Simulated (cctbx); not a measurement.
## Interatomic vectors of Cs2Fe2CoTe2S2

Space group Cm (no. 8), a = 13.6700 Å, b = 6.1930 Å, c = 7.3940 Å, α = 90.00°, β = 122.72°, γ = 90.00°, content Cs4 Te4 Co2 Fe4 S4.

The data are simulated with cctbx, not measured: Cu Kα, λ = 1.54184 Å, to d = 0.83 Å, 70 % of the full sphere, strongest reflection 5000 counts, noise from counting, a 1.5 % proportional error and a noise floor of 2 counts (s.d.); no absorption.

Patterson synthesis, origin scaled to 1000:

```text
Patterson group C 1 2/m 1
      u       v       w   height  length (A)
  0.000   0.000   0.000   1000.0     0.00
  0.168   0.500   0.422    353.5     4.11
  0.051   0.000   0.551    252.2     3.75
  0.205   0.500   0.940    247.7     4.36
  0.157   0.500   0.148    225.0     3.58
  0.106   0.500   0.602    222.5     5.00
  0.196   0.245   0.699    134.3     4.57
 -0.002   0.252   0.222     86.4     2.28
  0.156   0.246   0.161     84.1     2.36
  0.000   0.500   0.500     74.3     4.82
  0.204   0.000   0.701     72.4     4.40
  0.120   0.000   0.857     66.9     2.38
  0.000   0.500   0.000     53.2     3.10
  0.192   0.500   0.690     31.0     5.31
```

**Question.** Which atom pairs make the peaks, and where is the heaviest atom?

A peak at u stands for all pairs with xi − xj = u, with weight Σ ZiZj against Σ Z² = 28102 at the origin. Peak heights follow these weights only roughly, since form factors, motion and series ripples differ, all vectors within 0.55 Å of a peak are counted as merged into it though the farther ones add only part of their weight, and F(000) is left out, which lowers the whole map:

| u | v | w | shortest length (Å) | height | 1000 ΣZiZj/ΣZ² | pairs in the cell |
| --- | --- | --- | --- | --- | --- | --- |
| 0.168 | 0.500 | 0.422 | 4.11 | 354 | 414 | 2 × Cs–Te, 2 × Te–Te, 2 × S–S |
| 0.051 | 0.000 | 0.551 | 3.74 | 252 | 266 | 2 × Cs–Te, 2 × Cs–S |
| 0.205 | 0.500 | 0.940 | 3.81 | 248 | 325 | 2 × Cs–Te, 2 × Cs–S, 2 × Te–S |
| 0.157 | 0.500 | 0.148 | 3.59 | 225 | 266 | 2 × Cs–Te, 2 × Cs–S |
| 0.106 | 0.500 | 0.602 | 4.53 | 222 | 215 | 2 × Cs–Cs |
| 0.196 | 0.245 | 0.699 | 3.84 | 134 | 204 | 4 × Cs–Fe |
| -0.002 | 0.252 | 0.222 | 2.28 | 86 | 126 | 2 × Te–Fe, 2 × Fe–S |
| 0.156 | 0.246 | 0.161 | 2.35 | 84 | 126 | 2 × Te–Fe, 2 × Fe–S |
| 0.000 | 0.500 | 0.500 | 4.82 | 74 | 200 | 4 × Te–Co |
| 0.204 | 0.000 | 0.701 | 4.36 | 72 | 106 | 2 × Cs–Co |

The table stops at ten peaks or at a height of 45, below which ripples compete. In the model behind the data Cs, the heaviest element, has 2 independent sites: (0.7852, 1/2, 0.2862) and (0.6788, 0, 0.6869), up to an allowed shift of origin; the Cs–Cs vectors are differences of these positions and their symmetry mates. Elements of similar Z can't be told apart from the map alone. The whole model:

```
atom  mult.       x       y       z  Ueq (Å²)
 Cs1      2  0.7852     1/2  0.2862    0.0102
 Cs2      2  0.6788       0  0.6869    0.0130
 Te1      2  0.8448     1/2  0.8424    0.0133
 Te2      2  0.5002     1/2  0.2349    0.0134
 Co1      2  0.8825       0  0.3828    0.0160
 Fe1      4  0.5006  0.2425  0.0074    0.0156
  S1      2  0.6646       0  0.1583    0.0168
  S2      2  0.5054     1/2  0.7724    0.0184
```

This is a model crystal, built by substitution and not relaxed, with assumed displacement parameters.

[Logs are printed without paths, hosts, clocks, repeated set-up lines and the standing remarks that a program may print on its own settings, such as how far it seeks lower states.]
